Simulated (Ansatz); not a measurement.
# The gap of KBr (Fm-3m): a ladder of methods and an error budget

Aim: a best estimate of the quasiparticle gap of KBr (Fm-3m), with each correction and its cost laid out.

Program: Ansatz 0.2.0. Level of theory: density functionals, hybrids, G0W0, plane waves, PAW. Results are calculated unless marked as measured.

## Step 1: Set-up

Symmetry: Fm-3m, No. 225, cubic system. The conventional cell has a = 6.600 Å, b = 6.600 Å, c = 6.600 Å, α = 90.00°, β = 90.00°, γ = 90.00°. Nearest to K lie 6 Br at 3.30 Å. Br has 6 K at 3.30 Å nearest. Farther neighbours and most contacts between anions are not listed.

The cell and positions come from the Crystallography Open Database and are kept as given unless a step says otherwise. The default PAW set here is soft_2. Its files were made with PBE.

## Step 2: PBE bands

The cheap functional maps the bands first; the places of the edges decide which points the dearer methods must see.

This step: DFT, PBE, plane waves, PAW.

Input file input.yaml:

```yaml
crystal:
  lattice:
    - [0.0, 3.3, 3.3]
    - [3.3, 0.0, 3.3]
    - [3.3, 3.3, 0.0]
  atoms:
    - { symbol: K, position: [0.0, 0.0, 0.0] }
    - { symbol: Br, position: [0.5, 0.5, 0.5] }
kpoints:
  mp_grid: { grid: [6, 6, 6] }
  band_path:
    path:
      - [[0.0, 0.0, 0.0], [0.5, 0.0, 0.5], [0.625, 0.25, 0.625]]
      - [[0.375, 0.375, 0.75], [0.0, 0.0, 0.0], [0.5, 0.5, 0.5], [0.5, 0.25, 0.75], [0.5, 0.0, 0.5]]
    npoints: 10
hamiltonian:
  xc: pbe
scf:
  occupations: { method: fermi_dirac, width: 0.02 }
  n_extra_bands: 4
output:
  eigenvalues: true
  write_density: true
  write_potential: true
  elf: true
  volumetric_format: npy
```

Command:

```sh
$ ansatz run input.yaml --threads 3 --pin off --max-ram 92160MiB --backend cuda --events-out ev --progress --plain --runs-dir out --devices 1 --max-vram 13GiB
```

Numbers of over 12 decimals in the logs are rounded to 6 here.

Output:

```text
scf.n_extra_bands = 4 over 8 filled bands (N_el = 16.0): the run solves 12 bands
GPUs: using 1 of 1 available (devices: 1).
Engine: ansatz 0.2.0, x86_64-unknown-linux-gnu
Pseudopotentials: kind: paw
Pseudopotential: K, paw, valence charge 9, recommended cutoff 420 eV (normal), K.paw.azcp
Pseudopotential: Br, paw, valence charge 7, recommended cutoff 420 eV (normal), Br.paw.azcp
Functional definition: PBE
  parameter kappa = 0.804
  parameter beta = 0.066725
  exchange = pbe_x(kappa = kappa, mu = beta*pi^2/3)
  correlation = pbe_c(beta = beta)
device memory: the entry about to start is reckoned to put 0.7 GiB on a device that reports 66.0 GiB free (of which the cap on the GPU budget leaves the run 13.0 GiB)
GPU FFT provider: cuFFT
GPU libraries: cuBLAS 13.8.2, cuFFT 12.4.0, cuSOLVER 12.3.4
Crystal: 2 atoms, lattice volume = 71.874 Å³
Basis set: ecut = 420 eV, 1411 PW (Γ)
Bands: 12, of which v1, the nominal top of the filled ones, is band 8 counted from 1 (7 counted from 0)
Symmetry: 48 space group operations
Space group: Fm-3m (ITA 225), of the structure as read, at distance tolerance 4.2e-5 Å
k-points: 16 of 216
Non-local potential: K, projectors of the file, l = 0: 3, l = 1: 2, l = 2: 2
Non-local potential: Br, projectors of the file, l = 0: 2, l = 1: 2, l = 2: 2
PAW form: soft (Blöchl's): semilocal exchange-correlation on the pseudo side does not see the compensation charge
PAW one-centre angular grid: K, 110 points (default); XC on 64 Gauss nodes
PAW one-centre angular grid: Br, 110 points (default); XC on 64 Gauss nodes
Initial density: superposition of atomic densities (neutral atoms: chi_scale 0, normalization atom), corrected by the library's trained network
Initial wavefunctions: pseudopotential atomic-orbital guess
GPU buffer pool allocated for 32768 grid points (all kernels)
GPU transforms: local potential and band sums: pruned to the plane-wave sphere, on 30×32×32
Functional: x = pbe(κ = 0.804, μ = 0.219515), c = pbe(β = 0.066725)
SCF iter   1: F=—  HF=-4324.496841 eV  |F-HF|=—  |Δ(HF+E_count)|=         —  Δρ=1.69e-4  dr2=1.12e-5  ethr=1.77e-3  ⟨swp⟩=6.4  Hψ=1298  notcnv=0
preconditioner: auto → none  [insulator: Δε(μ)=4.426 eV  Ē_g=14.771 eV  σ=0.020 eV  W_gap=1.00  n_scr=14 (ndim 8)  ℏωp=16.4 eV  f_vac=0.056  D(μ)=0.00/eV (n_scr^D=0)  ε∞_Penn≈2.2]
SCF iter   2: F=—  HF=-4324.496620 eV  |F-HF|=—  |Δ(HF+E_count)|=   2.20e-4  Δρ=2.55e-4  dr2=8.36e-5  ethr=7.03e-8  ⟨swp⟩=3.4  Hψ=642  notcnv=0
SCF iter   3: F=—  HF=-4324.496605 eV  |F-HF|=—  |Δ(HF+E_count)|=   1.59e-5  Δρ=1.44e-4  dr2=2.51e-5  ethr=7.03e-8  ⟨swp⟩=2.0  Hψ=304  notcnv=0
SCF iter   4: F=—  HF=-4324.496606 eV  |F-HF|=—  |Δ(HF+E_count)|=   1.89e-6  Δρ=3.69e-5  dr2=1.62e-6  ethr=7.03e-8  ⟨swp⟩=2.0  Hψ=304  notcnv=0
SCF iter   5: F=—  HF=-4324.496606 eV  |F-HF|=—  |Δ(HF+E_count)|=   3.20e-7  Δρ=1.60e-5  dr2=3.14e-7  ethr=1.01e-8  ⟨swp⟩=2.0  Hψ=238  notcnv=0
SCF iter   6: F=-4324.496606 eV  HF=-4324.496606 eV  |F-HF|=6.13e-8  |Δ(HF+E_count)|=   9.24e-8  Δρ=7.62e-6  dr2=7.37e-8  ethr=6.25e-10  ⟨swp⟩=1.0  Hψ=526  notcnv=0
SCF 1 converged in 6 iterations: F = -4324.496606 eV  dr2 = 7.37e-8
[...]
device memory: the entry about to start is reckoned to put 1.0 GiB on a device that reports 64.5 GiB free (of which the cap on the GPU budget leaves the run 13.0 GiB)
NSCF: frozen V_eff on 62 k-points, pencils in batches of 32, up to order 56
SCF converged after 6 iterations
Free energy (F): -4324.496606 eV
Harris-Foulkes:  -4324.496606 eV  (|F-HF|=6.13e-8)
Internal energy: -4324.496606 eV  (E = F + TS)
E sigma→0 (E₀):  -4324.496606 eV
Fermi energy:    3.298836 eV
--- Per-component energies (eV) ---
  E_band       = -133.512535
  E_kinetic    = 388.473532
  E_local      = -838.837861  (includes V_loc(G=0)·N_el)
  E_nonlocal   = 82.864901
  E_hartree    = 272.000585
  E_xc         = -400.626087
  E_vxc        = -269.646362  (∫ρ·V_xc dr)
  E_paw        = -3028.385826  (= ΣΔE_a)
  E_vpaw       = -40.364717  (= ΣTr[D̂ρ^β])
  E_aug_tail   = -0.000004  (compensation charges beyond the density's cutoff)
  E_ewald      = -799.985846
  E_smearing   = -0.000000  (= −TS)
  E_closure    = 0.000000  (closes the sum)
  Σ components = -4324.496606   (vs F -4324.496606, Δ=0.00e0)
--- Band table (eV; the first three rows and the last of 16) ---
  k-point 0: bands = [... 4 lower, -10.1841, 1.0689, 1.0689, 1.0689, 5.5046, 8.6735, 8.6735, 8.6735]
  k-point 1: bands = [... 4 lower, -10.1156, 0.7036, 0.9803, 0.9803, 6.1605, 8.5336, 8.9963, 8.9963]
  k-point 2: bands = [... 4 lower, -9.9925, 0.1311, 0.8139, 0.8139, 7.2681, 8.7874, 9.8578, 9.8578]
  k-point 15: bands = [... 4 lower, -10.1192, 0.3623, 0.5928, 0.6211, 7.6652, 8.9937, 9.3619, 10.2985]
```

The job ended after 9.4 s (1 × NVIDIA H100 80GB HBM3 (shared by 6 runs) with 3 threads of AMD EPYC 7R13 (Zen 3), shared host; peak memory 0.91 GiB; 2.8 s of CPU time).

This step gave:

```yaml
filled_bands: 8
gap: 4.436 eV
valence_top_at: Γ
conduction_bottom_at: Γ
least_direct_gap: 4.436 eV
```

The gap is direct, at Γ.

Electronic bands along the path, in eV, zero at the top of the highest nominally filled band; v1 is the highest filled band, c1 the lowest empty one:

```csv
point,v4,v3,v2,v1,c1,c2,c3,c4
Γ,-11.25,0.00,0.00,0.00,4.44,7.60,7.60,7.60
halfway,-11.17,-0.71,-0.16,-0.16,5.90,6.53,8.84,9.04
X,-11.29,-0.81,-0.29,-0.29,5.87,7.20,9.35,9.51
halfway,-11.25,-0.78,-0.40,-0.30,6.07,7.46,9.12,9.51
U,-11.18,-0.69,-0.64,-0.33,6.59,8.16,8.46,9.16
jump to K,-11.18,-0.69,-0.64,-0.33,6.59,8.16,8.46,9.16
halfway,-11.10,-0.78,-0.25,-0.24,6.16,7.28,8.38,8.88
Γ,-11.25,0.00,0.00,0.00,4.44,7.60,7.60,7.60
halfway,-11.12,-0.67,-0.17,-0.17,5.69,7.49,8.30,8.30
L,-11.00,-1.18,-0.33,-0.33,6.59,8.23,9.74,9.74
halfway,-11.09,-0.96,-0.47,-0.36,7.01,7.80,8.89,9.30
W,-11.16,-0.59,-0.59,-0.54,7.39,7.39,8.26,8.99
halfway,-11.22,-0.75,-0.41,-0.38,6.29,7.66,8.73,9.39
X,-11.29,-0.81,-0.29,-0.29,5.87,7.20,9.35,9.51
```

The electronic bands as a text plot (rows in eV, shown from -8.0 to 7.6 only):

```
    7.3 |++++     ++++++    ++++++++++++++++++        ++++++  +++
    6.6 |    +++ +       +++   +               +++++++      ++
    6.0 |      ++++++++++       ++          +++               +++
    5.3 |   +++                   ++       +
    4.7 |+++                        +++++++
    4.0 |
    3.4 |
    2.7 |
    2.1 |
    1.4 |
    0.8 |
    0.1 |*******                 ************
   -0.5 |  **************************     ***********************
   -1.2 |                   ****              **********
   -1.8 |
   -2.5 |
   -3.1 |
   -3.8 |
   -4.4 |
   -5.1 |
   -5.7 |
   -6.4 |
   -7.0 |
   -7.7 |
         Γ           X  U|K            Γ         L        W     X
```

Electrostatic potential energy in the ac plane of the conventional cell at fractional y = 0.000, with atoms of K and Br within 0.2 Å of it. With pseudopotentials it is smooth inside the atoms' cores, unlike the true potential.

Ten even steps from '_' (-67 eV) to '@' (7 eV), each cell a mean:
```
--==##@@@@@@%%--____..##@@@@@@%%++--
++**%%@@@@@@@@##--::++%%@@@@@@@@##++
%%%%@@@@@@@@@@@@%%%%@@@@@@@@@@@@@@%%
@@@@@@@@@@@@@@@@@@@@@@@@@@@@@@@@@@@@
@@@@@@@@@@@@@@@@@@@@@@@@@@@@@@@@@@@@
@@@@@@@@@@@@@@@@@@@@@@@@@@@@@@@@@@@@
**%%@@@@@@@@@@%%####%%@@@@@@@@@@%%##
__--%%@@@@@@%%**==--++%%@@@@@@@@++..
____**@@@@@@%%++--::--##@@@@@@%%::__
__..##@@@@@@%%++----==##@@@@@@%%--__
::++%%@@@@@@@@##++++**%%@@@@@@@@##--
%%@@@@@@@@@@@@@@%%%%%%@@@@@@@@@@@@%%
@@@@@@@@@@@@@@@@@@@@@@@@@@@@@@@@@@@@
@@@@@@@@@@@@@@@@@@@@@@@@@@@@@@@@@@@@
@@@@@@@@@@@@@@@@@@@@@@@@@@@@@@@@@@@@
##%%@@@@@@@@@@%%##**%%@@@@@@@@@@%%##
--++%%@@@@@@@@++..__--%%@@@@@@%%**==
::--##@@@@@@%%::______**@@@@@@%%++--
```
Columns run along a (6.6 Å; values clipped at the 3rd and 97th percentile), rows up along c (6.6 Å), edges of the conventional cell, whose origin can differ from the input's. Atoms in or near the plane, at fractional coordinates: K at (0.00, 0.00), K at (0.50, 0.50), Br at (0.50, 0.00), Br at (0.00, 0.50).

Valence density in the ac plane of the conventional cell at fractional y = 0.000, with atoms of K and Br within 0.2 Å of it. It is the smooth field of the valence electrons, not physical close to the nuclei.

Values in e/Å³, 10 rows by 16 columns, each cell a mean:
```
3.2 1.9 0.4 0.1 0.1 0.3 0.9 0.9 0.8 1.0 0.5 0.2 0.1 0.2 1.2 2.9
0.4 0.2 0.1 0.0 0.0 0.1 0.3 0.5 0.5 0.4 0.2 0.1 0.0 0.0 0.1 0.3
0.1 0.1 0.0 0.0 0.0 0.0 0.1 0.1 0.1 0.1 0.0 0.0 0.0 0.0 0.1 0.1
0.8 0.5 0.2 0.1 0.0 0.1 0.3 0.7 0.9 0.4 0.1 0.0 0.1 0.2 0.4 0.7
0.6 1.1 0.6 0.2 0.1 0.2 1.5 3.5 3.8 2.4 0.5 0.1 0.1 0.4 1.0 0.8
0.8 1.0 0.5 0.2 0.1 0.2 1.2 2.9 3.2 1.9 0.4 0.1 0.1 0.3 0.9 0.9
0.5 0.4 0.2 0.1 0.0 0.0 0.1 0.3 0.4 0.2 0.1 0.0 0.0 0.1 0.3 0.5
0.1 0.1 0.0 0.0 0.0 0.0 0.1 0.1 0.1 0.1 0.0 0.0 0.0 0.0 0.1 0.1
0.9 0.4 0.1 0.0 0.1 0.2 0.4 0.7 0.8 0.5 0.2 0.1 0.0 0.1 0.3 0.7
3.8 2.4 0.5 0.1 0.1 0.4 1.0 0.8 0.6 1.1 0.6 0.2 0.1 0.2 1.5 3.5
```
Columns run along a (6.6 Å), rows up along c (6.6 Å), edges of the conventional cell, whose origin can differ from the input's. Atoms in or near the plane, at fractional coordinates: K at (0.00, 0.00), K at (0.50, 0.50), Br at (0.50, 0.00), Br at (0.00, 0.50).

## Step 3: LDA

A second semilocal functional shows how much of the gap hangs on that choice alone.

This step: DFT, LDA, plane waves, PAW.

input.yaml, the sections that differ from step 2:

```yaml
kpoints:
  mp_grid: { grid: [6, 6, 6] }
  band_path:
    path:
      - [0.0, 0.0, 0.0]
      - [0.5, 0.0, 0.5]
      - [0.625, 0.25, 0.625]
      - [0.375, 0.375, 0.75]
      - [0.5, 0.5, 0.5]
      - [0.5, 0.25, 0.75]
    npoints: 1
hamiltonian:
  xc: lda
scf:
  occupations: { method: fixed }
  n_extra_bands: 4
# crystal, output: as in step 2
```

Output:

```text
[...]
GPUs: using 1 of 1 available (devices: 1).
[...]
GPU FFT provider: cuFFT
GPU libraries: cuBLAS 13.8.2, cuFFT 12.4.0, cuSOLVER 12.3.4
Crystal: 2 atoms, lattice volume = 71.874 Å³
Basis set: ecut = 420 eV, 1411 PW (Γ)
Bands: 12, of which v1, the nominal top of the filled ones, is band 8 counted from 1 (7 counted from 0)
Symmetry: 48 space group operations
[...]
k-points: 16 of 216
[...]
E sigma→0 (E₀):  -4193.596834 eV
Fermi energy:    0.787252 eV
[...]
--- Band table (eV; the first three rows and the last of 16) ---
  k-point 0: bands = [... 4 lower, -10.3458, 0.7873, 0.7873, 0.7873, 4.8176, 8.1438, 8.1438, 8.1438]
  k-point 1: bands = [... 4 lower, -10.2866, 0.3910, 0.6936, 0.6936, 5.4988, 7.9821, 8.4701, 8.4701]
  k-point 2: bands = [... 4 lower, -10.1768, -0.2119, 0.5184, 0.5184, 6.6294, 8.2109, 9.3400, 9.3400]
  k-point 15: bands = [... 4 lower, -10.2924, 0.0442, 0.2849, 0.3162, 7.0919, 8.3912, 8.7809, 9.7667]
[key lines of the parts left out:]
SCF converged after 6 iterations
Free energy (F): -4193.596834 eV
```

It took 6.8 s on 1 × NVIDIA H100 80GB HBM3 (shared by 6 runs) with 3 threads; peak memory 0.85 GiB; 3.2 s of CPU time.

This step gave:

```
gap                  : 4.030 eV
valence top at       : Γ
conduction bottom at : Γ
least direct gap     : 4.030 eV
```

The gap stands −0.41 eV against PBE.

## Step 4: PBE+SOC

Spin-orbit coupling can split or shift the edges; a non-collinear run measures by how much.

This step: DFT, PBE with spin-orbit coupling, plane waves, PAW.

input.yaml, the sections that differ from step 3:

```yaml
hamiltonian:
  xc: pbe
scf:
  occupations: { method: fixed }
  n_extra_bands: 8
magnetization:
  noncollinear: true
  spin_orbit: true
output:
  eigenvalues: true
# crystal, kpoints: as in step 3
```

Output:

```text
[...]
GPUs: using 1 of 1 available (devices: 1).
[...]
non-collinear run that drives no moment, with spin-orbit: no starting moment large enough to seed its density (crystal.atoms[].spin), no starting occupations that ask for one, no magnetisation constraint and no magnetic field, so the semilocal B_xc is pinned to zero
[...]
GPU FFT provider: cuFFT
[...]
k-point 0: bands = [... 12 lower, 1.2295, 1.2295, 1.2295, 1.2295, 5.5043, 5.5043, 8.6712, 8.6712, ... 4 higher]
  k-point 1: bands = [... 12 lower, 0.9815, 0.9815, 1.1370, 1.1370, 6.1606, 6.1606, 8.5329, 8.5329, ... 4 higher]
  k-point 2: bands = [... 12 lower, 0.7194, 0.7194, 0.9641, 0.9641, 7.2676, 7.2676, 8.7856, 8.7856, ... 4 higher]
  k-point 15: bands = [... 12 lower, 0.6056, 0.6056, 0.7499, 0.7499, 7.6639, 7.6639, 8.9924, 8.9924, ... 4 higher]
[key lines of the parts left out:]
SCF converged after 7 iterations
Magnetization: |M| = 0.0000 μB,  M = (+0.0000, +0.0000, +0.0000) μB
Free energy (F): -4324.878861 eV
Fermi energy:    1.229487 eV
```

Wall time 5.2 s (1 × NVIDIA H100 80GB HBM3 (shared by 6 runs) with 3 threads); peak memory 0.93 GiB; 4.1 s of CPU time.

This step gave:

| Property | Result |
| --- | --- |
| gap | 4.275 eV |
| valence top at | Γ |
| conduction bottom at | Γ |
| least direct gap | 4.275 eV |

The gap stands −0.16 eV against PBE.

## Step 5: r2SCAN

The meta-GGA depends on the orbitals through the kinetic-energy density, which usually opens the gap somewhat.

This step: DFT, r2SCAN, plane waves, PAW.

input.yaml, the sections that differ from step 4:

```yaml
hamiltonian:
  xc: r2scan
scf:
  occupations: { method: fixed }
  n_extra_bands: 4
output:
  eigenvalues: true
  write_density: true
  write_potential: true
  elf: true
  volumetric_format: npy
# crystal, kpoints: as in step 4
# magnetization: removed
```

Output:

```text
[...]
GPUs: using 1 of 1 available (devices: 1).
[...]
GPU FFT provider: cuFFT
GPU libraries: cuBLAS 13.8.2, cuFFT 12.4.0, cuSOLVER 12.3.4
Crystal: 2 atoms, lattice volume = 71.874 Å³
Basis set: ecut = 500 eV, 1837 PW (Γ), exchange–correlation on 144×144×144 points (64 copies of the dense FFT grid, shifted against one another)
[...]
E sigma→0 (E₀):  -4339.313221 eV
Fermi energy:    0.664547 eV
[...]
--- Band table (eV; the first three rows and the last of 16) ---
  k-point 0: bands = [... 4 lower, -10.8526, 0.6645, 0.6645, 0.6645, 5.7416, 8.8995, 8.8995, 8.8995]
  k-point 1: bands = [... 4 lower, -10.7874, 0.3103, 0.5772, 0.5772, 6.3927, 8.7173, 9.2375, 9.2375]
  k-point 2: bands = [... 4 lower, -10.6675, -0.2607, 0.4124, 0.4124, 7.4586, 8.9845, 10.1426, 10.1426]
  k-point 15: bands = [... 4 lower, -10.7913, -0.0491, 0.1935, 0.2136, 7.7772, 9.4291, 9.5419, 10.7589]
[key lines of the parts left out:]
SCF converged after 6 iterations
Free energy (F): -4339.313221 eV
```

It took 8.2 s on 1 × NVIDIA H100 80GB HBM3 (shared by 6 runs) with 3 threads; peak memory 0.96 GiB.

This step gave:

```yaml
gap: 5.077 eV
valence_top_at: Γ
conduction_bottom_at: Γ
least_direct_gap: 5.077 eV
```

The gap stands +0.64 eV against PBE.

## Step 6: HSE06

The screened hybrid is the usual rung above semilocal functionals: a quarter of exact exchange, cut off beyond a few ångström.

This step: DFT, HSE06, plane waves, PAW.

input.yaml, the sections that differ from step 5:

```yaml
kpoints:
  mp_grid: { grid: [4, 4, 4] }
  band_path:
    path:
      - [0.0, 0.0, 0.0]
      - [0.5, 0.0, 0.5]
      - [0.625, 0.25, 0.625]
      - [0.375, 0.375, 0.75]
      - [0.5, 0.5, 0.5]
      - [0.5, 0.25, 0.75]
    npoints: 1
hamiltonian:
  xc: hse06
output:
  eigenvalues: true
# crystal, scf: as in step 5
```

Output:

```text
[...]
GPUs: using 1 of 1 available (devices: 1).
[...]
davidson cushion auto → on  (no smearing: the cushion is to keep the highest requested band from converging to the state above it; pin scf.eigensolver.cushion to override)
[...]
GPU FFT provider: cuFFT
GPU libraries: cuBLAS 13.8.2, cuFFT 12.4.0, cuSOLVER 12.3.4
Crystal: 2 atoms, lattice volume = 71.874 Å³
Basis set: ecut = 420 eV, 1411 PW (Γ)
[...]
Internal energy: -4327.403765 eV  (E = F + TS)
E sigma→0 (E₀):  -4327.403765 eV
Fermi energy:    0.209230 eV
[...]
--- Band table (eV; the first three rows and the last of 8) ---
  k-point 0: bands = [... 4 lower, -11.8586, 0.2092, 0.2092, 0.2092, 5.8117, 9.1718, 9.1718, 9.1718]
  k-point 1: bands = [... 4 lower, -11.7213, -0.4803, 0.0302, 0.0302, 7.0824, 8.9845, 9.9174, 9.9174]
  k-point 2: bands = [... 4 lower, -11.5970, -1.0246, -0.1366, -0.1366, 7.9543, 9.7988, 11.5805, 11.5805]
  k-point 7: bands = [... 4 lower, -11.7583, -0.4135, -0.4135, -0.3523, 8.8556, 8.8556, 9.7999, 10.7334]
[key lines of the parts left out:]
Free energy (F): -4327.403765 eV
```

The job ended after 14 s (1 × NVIDIA H100 80GB HBM3 (shared by 6 runs) with 3 threads; peak memory 1 GiB).

Numbers from this step:

```
gap                  : 5.603 eV
valence top at       : Γ
conduction bottom at : Γ
least direct gap     : 5.603 eV
```

The gap stands +1.17 eV against PBE.

## Step 7: PBE0

PBE0 keeps its quarter of exact exchange at all distances, which suits crystals with ε∞ near 4 best.

This step: DFT, PBE0, plane waves, PAW.

input.yaml: that of step 6 with these lines changed.

```diff
@@ -20,3 +20,3 @@
 hamiltonian:
-  xc: hse06
+  xc: pbe0
 scf:
```

Output:

```text
[...]
GPUs: using 1 of 1 available (devices: 1).
[...]
GPU FFT provider: cuFFT
GPU libraries: cuBLAS 13.8.2, cuFFT 12.4.0, cuSOLVER 12.3.4
Crystal: 2 atoms, lattice volume = 71.874 Å³
Basis set: ecut = 420 eV, 1411 PW (Γ)
Bands: 12, of which v1, the nominal top of the filled ones, is band 8 counted from 1 (7 counted from 0)
Symmetry: 48 space group operations
[...]
k-points: 8 of 64
[...]
E sigma→0 (E₀):  -4327.547574 eV
Fermi energy:    -0.178184 eV
[...]
--- Band table (eV; the first three rows and the last of 8) ---
  k-point 0: bands = [... 4 lower, -12.2758, -0.1782, -0.1782, -0.1782, 6.1380, 9.5402, 9.5402, 9.5402]
  k-point 1: bands = [... 4 lower, -12.1385, -0.8848, -0.3622, -0.3622, 7.4216, 9.3437, 10.2895, 10.2895]
  k-point 2: bands = [... 4 lower, -12.0142, -1.4429, -0.5341, -0.5341, 8.2915, 10.1660, 11.9479, 11.9479]
  k-point 7: bands = [... 4 lower, -12.1759, -0.8184, -0.8184, -0.7538, 9.2116, 9.2116, 10.1669, 11.1051]
[key lines of the parts left out:]
Free energy (F): -4327.547574 eV
```

The job ended after 13 s (1 × NVIDIA H100 80GB HBM3 (shared by 6 runs) with 3 threads; peak memory 1 GiB; 10 s of CPU time).

This step gave:

```
gap                  : 6.316 eV
valence top at       : Γ
conduction bottom at : Γ
least direct gap     : 6.316 eV
```

The gap stands +1.88 eV against PBE.

(Continued in part 2 of 3.)

[Paths, hosts, dates, memory and timing lines, banners, echoed tables and standing remarks are left out of the program output.]

[Logs are printed without paths, hosts, clocks, repeated set-up lines and the standing remarks that a program may print on its own settings, such as how far it seeks lower states.]

[Runs of the session that timed out or met a known fault of the program may be left out.]

[Cells called generated may have been cut or substituted from an entry of the Crystallography Open Database or the Materials Project.]

[Hosts, paths, dates, database ids (printed as entryN), source tags and the programs' standing remarks are cut or masked in the printed files.]
